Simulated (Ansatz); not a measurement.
**Bi2Se3 quintuple layer monolayer in a perpendicular field**

Aim: how the Bi2Se3 quintuple layer monolayer screens a field along its normal, and what the field does to its bands. A positive field points along +c.

Method: plane-wave DFT, PBE-D3(BJ), Ansatz PAW (set soft_1); PAW set soft_1, in Ansatz 0.2.0.

## Step 1: Set-up

The cell holds 5 atoms: 3 Se and 2 Bi. Cell: a = 4.190 Å, b = 4.190 Å, c = 45.400 Å, α = 90.0°, β = 90.0°, γ = 120.0°. Vacuum lies along c.

## Step 2: Relaxing the slab

The starting cell is a guess, so the in-plane lattice and the atoms are relaxed first, with the slab cut off from its images along the normal.

The input, input.yaml:

```yaml
crystal:
  lattice:
    - [4.19, 0.0, 0.0]
    - [-2.095, 3.6286464419, 0.0]
    - [0.0, 0.0, 45.4000000022]
  atoms:
    - { symbol: Se, position: [0.3333333333, 0.6666666667, 0.4207048458] }
    - { symbol: Bi, position: [0.6666666667, 0.3333333333, 0.4570484581] }
    - { symbol: Se, position: [0.0, 0.0, 0.5] }
    - { symbol: Bi, position: [0.3333333333, 0.6666666667, 0.5429515419] }
    - { symbol: Se, position: [0.6666666667, 0.3333333333, 0.5792951542] }
  periodic: [true, true, false]
kpoints:
  mp_grid: { grid: [12, 12, 1] }
hamiltonian:
  xc: pbe
  dispersion: d3bj
  pseudopotentials: { kind: paw, azcp: { folder: soft_1 } }
scf:
  occupations: { method: fermi_dirac, width: 0.05 }
  convergence: { dr2_threshold: 1.0e-09 }
relax:
  f_tol: 0.004
  max_steps: 90
  cell: {}
output:
  write_potential: true
  write_density: true
  volumetric_format: npy
```

Command:

```bash
> ansatz run input.yaml --threads 2 --pin off --max-ram 3072MiB --backend cpu --events-out ev --progress --plain --runs-dir out
```

Numbers of over 12 decimals in the logs are rounded to 6 here.

The program printed:

```text
Warning: relax.cell: scf.convergence.dr2_threshold = 1e-9 eV is looser than the 1.69010275792e-10 eV advised for a relaxation that steers and ends on the stress (1e-10 eV for each atom of the cell: 5, times the square of relax.cell.stress_2d_tol = 0.05 N/m over 17.2 Å (the atoms' height at the walk's start and 5 Å past either face), 2.907e-2 GPa, over a crystal's default 0.05). What an SCF threshold leaves in a stress goes as its square root, and in the free energy as the threshold itself, and one threshold admits the most on a small cell: [figures from the program's tests cut] Set scf.convergence.dr2_threshold to 1.69010275792e-10 eV or tighter. [rest of the remark cut]
Engine: ansatz 0.2.0, aarch64-unknown-linux-gnu
Pseudopotentials: kind: paw
Pseudopotential: Se, paw, valence charge 16, recommended cutoff 420 eV (normal), soft_1/Se.paw.azcp
Pseudopotential: Bi, paw, valence charge 15, recommended cutoff 420 eV (normal), soft_1/Bi.paw.azcp
Functional definition: PBE
  parameter kappa = 0.804
  parameter beta = 0.066725
  exchange = pbe_x(kappa = kappa, mu = beta*pi^2/3)
  correlation = pbe_c(beta = beta)
Crystal: 5 atoms, lattice volume = 690.263 Å³
Basis set: ecut = 420 eV, 13285 PW (Γ), exchange–correlation on 60×60×640 points (8 copies of the dense FFT grid, shifted against one another)
Bands: 47, of which v1, the nominal top of the filled ones, is band 39 counted from 1 (38 counted from 0)
Symmetry: 12 space group operations
Space group: P-3m1 (ITA 164), of the structure as read, at distance tolerance 8.8e-5 Å
k-points: 19 of 144
Non-local potential: Se, projectors of the file, l = 0: 2, l = 1: 2, l = 2: 3, l = 3: 1
Non-local potential: Bi, projectors of the file, l = 0: 2, l = 1: 2, l = 2: 2, l = 3: 1
PAW form: soft (Blöchl's): semilocal exchange-correlation on the pseudo side does not see the compensation charge
PAW one-centre angular grid: Se, 590 points (default); XC on 64 Gauss nodes
PAW one-centre angular grid: Bi, 590 points (default); XC on 64 Gauss nodes
Initial density: superposition of atomic densities (neutral atoms: chi_scale 0, normalization atom)
Initial wavefunctions: pseudopotential atomic-orbital guess
Functional: x = pbe(κ = 0.804, μ = 0.219515), c = pbe(β = 0.066725)
SCF iter   1: F=—  HF=-41210.117335 eV  |F-HF|=—  |Δ(HF+E_count)|=         —  Δρ=1.48e-2  dr2=4.61e0  ethr=3.10e-3  ⟨swp⟩=17.1  Hψ=5186  notcnv=0  defer=3
preconditioner: auto → Resta (q_TF=auto, 1.897 Å⁻¹)  ε∞=1.7  [insulator: Δε(μ)=1.517 eV  Ē_g=9.237 eV  σ=0.050 eV  W_gap=1.00  n_scr=92 (ndim 8)  ℏωp=7.5 eV  f_vac=0.762  D(μ)=0.00/eV (n_scr^D=0)  ε∞_Penn≈1.7  vacuum switching on, ρ_ref=6.2e-3 e/Å³]
SCF iter   2: F=—  HF=-41209.919261 eV  |F-HF|=—  |Δ(HF+E_count)|=   1.98e-1  Δρ=1.16e-2  dr2=7.86e0  ethr=3.10e-3  ⟨swp⟩=4.6  Hψ=1834  notcnv=0  defer=28
SCF iter   3: F=—  HF=-41209.293467 eV  |F-HF|=—  |Δ(HF+E_count)|=   6.26e-1  Δρ=5.97e-3  dr2=1.24e0  ethr=3.10e-3  ⟨swp⟩=4.2  Hψ=1579  notcnv=0  defer=27
SCF iter   4: F=—  HF=-41209.162926 eV  |F-HF|=—  |Δ(HF+E_count)|=   1.31e-1  Δρ=2.91e-3  dr2=1.22e-1  ethr=1.59e-3  ⟨swp⟩=2.7  Hψ=1254  notcnv=0  defer=31
SCF iter   5: F=—  HF=-41209.154756 eV  |F-HF|=—  |Δ(HF+E_count)|=   8.17e-3  Δρ=6.32e-4  dr2=5.32e-3  ethr=1.56e-4  ⟨swp⟩=3.1  Hψ=1355  notcnv=0  defer=31
SCF iter   6: F=—  HF=-41209.154439 eV  |F-HF|=—  |Δ(HF+E_count)|=   3.18e-4  Δρ=1.44e-4  dr2=2.09e-4  ethr=6.83e-6  ⟨swp⟩=2.8  Hψ=1397  notcnv=0  defer=31
SCF iter   7: F=—  HF=-41209.154523 eV  |F-HF|=—  |Δ(HF+E_count)|=   8.42e-5  Δρ=5.13e-5  dr2=1.30e-5  ethr=2.68e-7  ⟨swp⟩=3.1  Hψ=1754  notcnv=0  defer=31
SCF iter   8: F=—  HF=-41209.154529 eV  |F-HF|=—  |Δ(HF+E_count)|=   6.41e-6  Δρ=3.28e-5  dr2=2.00e-5  ethr=1.67e-8  ⟨swp⟩=3.0  Hψ=1886  notcnv=0  defer=31
SCF iter   9: F=—  HF=-41209.154531 eV  |F-HF|=—  |Δ(HF+E_count)|=   1.47e-6  Δρ=1.08e-5  dr2=7.00e-7  ethr=1.67e-8  ⟨swp⟩=2.1  Hψ=1620  notcnv=0  defer=31
SCF iter  10: F=—  HF=-41209.154338 eV  |F-HF|=—  |Δ(HF+E_count)|=   1.93e-4  Δρ=1.93e-6  dr2=6.35e-8  ethr=8.98e-10  ⟨swp⟩=3.0  Hψ=1883  notcnv=0  defer=31
SCF iter  11: F=—  HF=-41209.154338 eV  |F-HF|=—  |Δ(HF+E_count)|=   6.02e-9  Δρ=1.28e-6  dr2=1.44e-8  ethr=8.14e-11  ⟨swp⟩=4.0  Hψ=2160  notcnv=0  defer=31
SCF iter  12: F=-41209.154338 eV  HF=-41209.154338 eV  |F-HF|=1.02e-10  |Δ(HF+E_count)|=   1.04e-9  Δρ=2.46e-7  dr2=7.31e-10  ethr=1.28e-12  ⟨swp⟩=11.1  Hψ=7480  notcnv=0
SCF 1 converged in 12 iterations: F = -41209.154338 eV  dr2 = 7.31e-10
  greatest PAW one-centre occupation: 1.000 electrons in one spin orbital (limit 2), on the Se atom at site 4 (counted from 0), in its partial waves of l = 2
relax step   1: F+E_penalty+E_count = -41209.15433795 eV  Δ(F+E_penalty+E_count) = +0.000e0 eV  max|allowed force component| = 6.573e-1 eV/Å  Δτ_max = 0.0000 Å  P = -2.983 N/m  Ω = 690.263 Å³  fix = [c, alpha, beta]  reactions: c -0.000 N/m  (12 SCF iters, accepted)
Crystal: 5 atoms, lattice volume = 677.652 Å³
Basis set: ecut = 420 eV, 13069 PW (Γ), exchange–correlation on 60×60×640 points (8 copies of the dense FFT grid, shifted against one another)
Initial density: handed on by an earlier stage of this run
Initial wavefunctions: those handed on with the density
iter 1 solved again at ethr=1.09e-4 eV; its pass at ethr=3.10e-3 eV (dr2=8.51e-2 eV) is discarded
SCF iter   1: F=—  HF=-41209.212853 eV  |F-HF|=—  |Δ(HF+E_count)|=         —  Δρ=2.40e-3  dr2=8.67e-2  ethr=1.09e-4  ⟨swp⟩=3.6  Hψ=5166  notcnv=0
preconditioner: auto → Resta (q_TF=auto, 1.903 Å⁻¹)  ε∞=1.7  [insulator: Δε(μ)=0.762 eV  Ē_g=9.351 eV  σ=0.050 eV  W_gap=1.00  n_scr=92 (ndim 8)  ℏωp=7.5 eV  f_vac=0.773  D(μ)=0.00/eV (n_scr^D=0)  ε∞_Penn≈1.7  vacuum switching on, ρ_ref=6.3e-3 e/Å³]
SCF iter   2: F=—  HF=-41209.216622 eV  |F-HF|=—  |Δ(HF+E_count)|=   3.77e-3  Δρ=1.82e-3  dr2=1.43e-1  ethr=1.09e-4  ⟨swp⟩=4.8  Hψ=1749  notcnv=0
SCF iter   3: F=—  HF=-41209.200787 eV  |F-HF|=—  |Δ(HF+E_count)|=   1.58e-2  Δρ=1.05e-3  dr2=1.22e-2  ethr=1.09e-4  ⟨swp⟩=4.1  Hψ=1388  notcnv=0  defer=1
SCF iter   4: F=—  HF=-41209.199532 eV  |F-HF|=—  |Δ(HF+E_count)|=   1.25e-3  Δρ=3.29e-4  dr2=6.31e-4  ethr=1.56e-5  ⟨swp⟩=2.6  Hψ=1411  notcnv=0  defer=4
SCF iter   5: F=—  HF=-41209.199624 eV  |F-HF|=—  |Δ(HF+E_count)|=   9.20e-5  Δρ=1.06e-4  dr2=3.59e-5  ethr=8.09e-7  ⟨swp⟩=2.9  Hψ=1553  notcnv=0  defer=4
SCF iter   6: F=—  HF=-41209.199659 eV  |F-HF|=—  |Δ(HF+E_count)|=   3.42e-5  Δρ=2.16e-5  dr2=3.38e-6  ethr=4.60e-8  ⟨swp⟩=3.6  Hψ=1894  notcnv=0  defer=4
SCF iter   7: F=—  HF=-41209.199476 eV  |F-HF|=—  |Δ(HF+E_count)|=   1.82e-4  Δρ=4.70e-6  dr2=1.61e-7  ethr=4.33e-9  ⟨swp⟩=2.9  Hψ=1726  notcnv=0  defer=4
[...]
SCF iter   2: F=—  HF=-41209.255319 eV  |F-HF|=—  |Δ(HF+E_count)|=   2.04e-3  Δρ=1.08e-3  dr2=5.34e-2  ethr=3.26e-5  ⟨swp⟩=4.2  Hψ=1590  notcnv=0
SCF iter   3: F=—  HF=-41209.249612 eV  |F-HF|=—  |Δ(HF+E_count)|=   5.71e-3  Δρ=5.46e-4  dr2=2.15e-3  ethr=3.26e-5  ⟨swp⟩=2.9  Hψ=1283  notcnv=0
SCF iter   4: F=—  HF=-41209.249390 eV  |F-HF|=—  |Δ(HF+E_count)|=   2.22e-4  Δρ=1.34e-4  dr2=8.37e-5  ethr=2.75e-6  ⟨swp⟩=3.2  Hψ=1494  notcnv=0
SCF iter   5: F=—  HF=-41209.249410 eV  |F-HF|=—  |Δ(HF+E_count)|=   2.01e-5  Δρ=5.37e-5  dr2=1.11e-5  ethr=1.07e-7  ⟨swp⟩=3.6  Hψ=2030  notcnv=0
SCF iter   6: F=—  HF=-41209.249418 eV  |F-HF|=—  |Δ(HF+E_count)|=   7.58e-6  Δρ=1.12e-5  dr2=7.99e-7  ethr=1.42e-8  ⟨swp⟩=2.8  Hψ=1319  notcnv=0
SCF iter   7: F=—  HF=-41209.249227 eV  |F-HF|=—  |Δ(HF+E_count)|=   1.91e-4  Δρ=3.07e-6  dr2=7.43e-8  ethr=1.02e-9  ⟨swp⟩=3.1  Hψ=1671  notcnv=0
SCF iter   8: F=—  HF=-41209.249227 eV  |F-HF|=—  |Δ(HF+E_count)|=   4.54e-8  Δρ=1.24e-6  dr2=8.22e-9  ethr=9.53e-11  ⟨swp⟩=3.1  Hψ=1730  notcnv=0
SCF iter   9: F=-41209.249227 eV  HF=-41209.249227 eV  |F-HF|=5.97e-10  |Δ(HF+E_count)|=   2.84e-8  Δρ=2.57e-7  dr2=4.61e-10  ethr=1.28e-12  ⟨swp⟩=12.3  Hψ=6485  notcnv=0
SCF 3 converged in 9 iterations: F = -41209.249227 eV  dr2 = 4.61e-10
relax step   3: F+E_penalty+E_count = -41209.24922742 eV  Δ(F+E_penalty+E_count) = -4.975e-2 eV  max|allowed force component| = 8.951e-3 eV/Å  Δτ_max = 0.0974 Å  P = -0.456 N/m  Ω = 675.419 Å³  energy of the carried Pulay correction = +2.003e-4 eV  fix = [c, alpha, beta]  reactions: c -0.000 N/m  (9 SCF iters, accepted)
[...]
relax step   4: F+E_penalty+E_count = -41209.25105844 eV  Δ(F+E_penalty+E_count) = -1.831e-3 eV  max|allowed force component| = 6.886e-3 eV/Å  Δτ_max = 0.0113 Å  P = -0.154 N/m  Ω = 670.782 Å³  energy of the carried Pulay correction = +2.637e-4 eV  fix = [c, alpha, beta]  reactions: c -0.000 N/m  (7 SCF iters, accepted)
[...]
relax step   5: F+E_penalty+E_count = -41209.25127873 eV  Δ(F+E_penalty+E_count) = -2.203e-4 eV  max|allowed force component| = 1.117e-3 eV/Å  Δτ_max = 0.0033 Å  P = -0.009 N/m  Ω = 668.877 Å³  energy of the carried Pulay correction = +2.899e-4 eV  fix = [c, alpha, beta]  reactions: c -0.000 N/m  (7 SCF iters, accepted)
Initial wavefunctions: pseudopotential atomic-orbital guess (no wavefunctions were taken with the density)
iter 1 solved again at ethr=7.35e-7 eV; its pass at ethr=3.10e-3 eV (dr2=5.73e-4 eV) is discarded
SCF iter   1: F=—  HF=-41209.250915 eV  |F-HF|=—  |Δ(HF+E_count)|=         —  Δρ=9.81e-6  dr2=1.47e-7  ethr=7.35e-7  ⟨swp⟩=5.5  Hψ=8746  notcnv=0
eigensolver tolerance schedule: the retry pair's looser diagonalisation over-reported the residual by 3900.01 of it (diagonalisation noise at 12.35 of the residual, at the tolerance the schedule requests for it); recorded, not acted on — ethr = c·dr2/N_el stays at c = 1.0e-1
SCF iter   2: F=—  HF=-41209.250981 eV  |F-HF|=—  |Δ(HF+E_count)|=   6.61e-5  Δρ=5.08e-6  dr2=4.98e-8  ethr=1.88e-10  ⟨swp⟩=5.2  Hψ=2980  notcnv=0
SCF iter   3: F=—  HF=-41209.250981 eV  |F-HF|=—  |Δ(HF+E_count)|=   3.51e-8  Δρ=1.73e-6  dr2=3.24e-8  ethr=6.38e-11  ⟨swp⟩=2.9  Hψ=1751  notcnv=0
SCF iter   4: F=—  HF=-41209.250981 eV  |F-HF|=—  |Δ(HF+E_count)|=   1.82e-9  Δρ=9.09e-7  dr2=2.78e-8  ethr=4.16e-11  ⟨swp⟩=2.7  Hψ=1159  notcnv=0
SCF iter   5: F=—  HF=-41209.250981 eV  |F-HF|=—  |Δ(HF+E_count)|=   3.19e-9  Δρ=4.96e-7  dr2=1.14e-9  ethr=3.56e-11  ⟨swp⟩=2.1  Hψ=1138  notcnv=0
SCF iter   6: F=-41209.250981 eV  HF=-41209.250981 eV  |F-HF|=1.60e-10  |Δ(HF+E_count)|=  3.64e-11  Δρ=1.29e-7  dr2=5.74e-11  ethr=1.28e-12  ⟨swp⟩=16.2  Hψ=6920  notcnv=0
SCF 6 converged in 6 iterations: F = -41209.250981 eV  dr2 = 5.74e-11
relax step   6: F+E_penalty+E_count = -41209.25098141 eV  Δ(F+E_penalty+E_count) = +2.973e-4 eV  max|allowed force component| = 1.093e-3 eV/Å  Δτ_max = 0.0000 Å  P = -0.008 N/m  Ω = 668.877 Å³  fix = [c, alpha, beta]  reactions: c -0.000 N/m  stress off target by 8.49e-3 N/m on what of the cell is left free  SCF on the basis re-selected at this cell (its energy is not comparable with the rows above)  (6 SCF iters)
basis re-selected at this cell: Δ(F+E_penalty+E_count) = +2.973e-4 eV, ΔP = +0.000 N/m vs the last step (what re-selecting the basis moved, of the pressure what is left beyond the Pulay correction that the steps carried, after the strain that the cell walked since its last selection, with what the two solves' SCF thresholds leave and, on support functions, any second-order correction that the steps lacked; it is no m [...]
WARN: The output density's exchange-correlation potential varies sharply where the density is thin. Do not read a vacuum level from v_tot or v_xc, or from such a field of the output density. On a cell that repeats whose density bears no net charge and no dipole along the vacuum's axis use v_es (v_loc + v_h of the components); under efield.dipole_correction with no amplitude use v_es + v_field, which holds any externa [...]
SCF converged after 6 iterations
Free energy (F): -41209.250981 eV
Harris-Foulkes:  -41209.250981 eV  (|F-HF|=1.60e-10)
Internal energy: -41209.250976 eV  (E = F + TS)
E sigma→0 (E₀):  -41209.250979 eV
Entropy (-TS):   -0.000006 eV (-0.001 meV/atom)
Fermi energy:    -5.391606 eV
--- Per-component energies (eV) ---
  E_band       = -2462.422207
  E_kinetic    = 834.812173
  E_local      = -323103.978225  (includes V_loc(G=0)·N_el)
  E_nonlocal   = -245.039247
  E_hartree    = 160866.958265
  E_xc         = -560.137076
  E_vxc        = -534.718014  (∫ρ·V_xc dr)
  E_paw        = -27712.533882  (= ΣΔE_a)
  E_vpaw       = -1147.414139  (= ΣTr[D̂ρ^β])
  E_aug_tail   = -0.000733  (compensation charges beyond the density's cutoff)
  E_ewald      = 148712.261596
  E_disp       = -1.593846  (pairwise vdW)
  E_smearing   = -0.000006  (= −TS)
  E_closure    = 0.000000  (closes the sum)
  Σ components = -41209.250981   (vs F -41209.250981, Δ=0.00e0)
--- Forces (eV/Å), atoms counted from 1 ---
  atom   1  Se     0.00000000     0.00000000     0.00016851
  atom   2  Bi     0.00000000    -0.00000000    -0.00109263
  atom   3  Se     0.00000000    -0.00000000     0.00000000
  atom   4  Bi     0.00000000     0.00000000     0.00109263
  atom   5  Se     0.00000000    -0.00000000    -0.00016851
  max |Σ_I F_I| component: 2.08e-17 eV/Å
--- 2D stress c σ (N/m, compression-positive) ---
       -0.008492       0.000000       0.000000
        0.000000      -0.008492      -0.000000
        0.000000      -0.000000      -0.000000
  P = ½ c Tr σ = -0.0085 N/m
--- Band table (eV; the first three rows and the last of 19) ---
  k-point 0: bands = [... 35 lower, -6.6857, -6.5798, -6.5798, -6.3046, -4.9985, -3.7491, -3.7491, -3.2426, ... 4 higher]
  k-point 1: bands = [... 35 lower, -7.0252, -6.5444, -6.3485, -6.0006, -4.5636, -3.9948, -3.6366, -3.0263, ... 4 higher]
  k-point 2: bands = [... 35 lower, -7.2414, -6.5336, -6.2775, -6.0119, -4.2717, -3.4771, -3.3962, -3.0639, ... 4 higher]
  k-point 18: bands = [... 35 lower, -8.2294, -7.2683, -6.3484, -6.3484, -3.6353, -2.8340, -2.8340, -1.5754, ... 4 higher]
  the weakly bound empty levels are not read free of the cell's end (no_gap_told)
--- Relaxed structure (5 steps of the walk, 5 accepted, 1 SCFs on fresh bases) ---
  F+E_penalty+E_count = -41209.25098141 eV   max|allowed force component| = 1.093e-3 eV/Å   (the final SCF, on the basis selected at the relaxed cell)
  cell:  # Å, volume = 668.8775 Å³
    - [4.124583, 0.0, 0]
    - [-2.062291, 3.571994, 0]
    - [0, 0, 45.4000000022]
  atoms:
    - { symbol: Se, position: [0.333333, 0.666667, 0.422534] }
    - { symbol: Bi, position: [0.666667, 0.333333, 0.457321] }
    - { symbol: Se, position: [0, 0, 0.5] }
    - { symbol: Bi, position: [0.333333, 0.666667, 0.542679] }
    - { symbol: Se, position: [0.666667, 0.333333, 0.577466] }
```

It took 89 s on 2 threads of Arm Neoverse V2, shared host; peak memory 1.1 GiB.

Step by step:

| step | energy less that of the first step (eV) | largest force component (eV/Å) | volume (Å³) |
| --- | --- | --- | --- |
| 1 | 0.0000 | 0.6573 | 690.26 |
| 2 | -0.0451 | 0.5688 | 677.65 |
| 3 | -0.0949 | 0.0090 | 675.42 |
| 4 | -0.0967 | 0.0069 | 670.78 |
| 5 | -0.0969 | 0.0011 | 668.88 |
| 6* | -0.0966 | 0.0011 | 668.88 |

Relaxation steps marked * repeat the geometry before them on a plane-wave basis chosen anew for their cell, so energy and pressure can jump there.

Forces are held to the 12 operations that the run works with; a distortion that breaks them can't arise in this run.

| cell as run | before | after | change |
| --- | --- | --- | --- |
| a (Å) | 4.190 | 4.125 | -1.6 % |
| b (Å) | 4.190 | 4.125 | -1.6 % |

The atoms that moved most (Å, along periodic axes as changes of fractional coordinates times the final cell, across vacuum about the mean position):

| atom | dx | dy | dz | length |
| --- | --- | --- | --- | --- |
| Se1 | 0.000 | 0.000 | 0.083 | 0.083 |
| Se5 | 0.000 | 0.000 | -0.083 | 0.083 |
| Bi4 | 0.000 | 0.000 | -0.012 | 0.012 |
| Bi2 | 0.000 | 0.000 | 0.012 | 0.012 |

Final coordinates:

```xyz
5
Lattice="4.1246 0.0000 0.0000 -2.0623 3.5720 0.0000 0.0000 0.0000 45.4000" Properties=species:S:1:pos:R:3
Se    0.0000    2.3813   19.1831
Bi    2.0623    1.1907   20.7624
Se    0.0000    0.0000   22.7000
Bi    0.0000    2.3813   24.6376
Se    2.0623    1.1907   26.2169
```

The lattice constant a goes from 4.190 to 4.125 Å.

(Continued in part 2 of 2.)

[Logs are printed without paths, hosts, clocks, repeated set-up lines and the standing remarks that a program may print on its own settings, such as how far it seeks lower states.]

[Hosts, paths, dates, database ids (printed as entryN), source tags and the programs' standing remarks are cut or masked in the printed files.]

[Maps of the electrostatic potential energy from Ansatz leave out the sawtooth potential of an applied field or a dipole correction, so their vacuum need not be flat; planar profiles and work functions include it.]
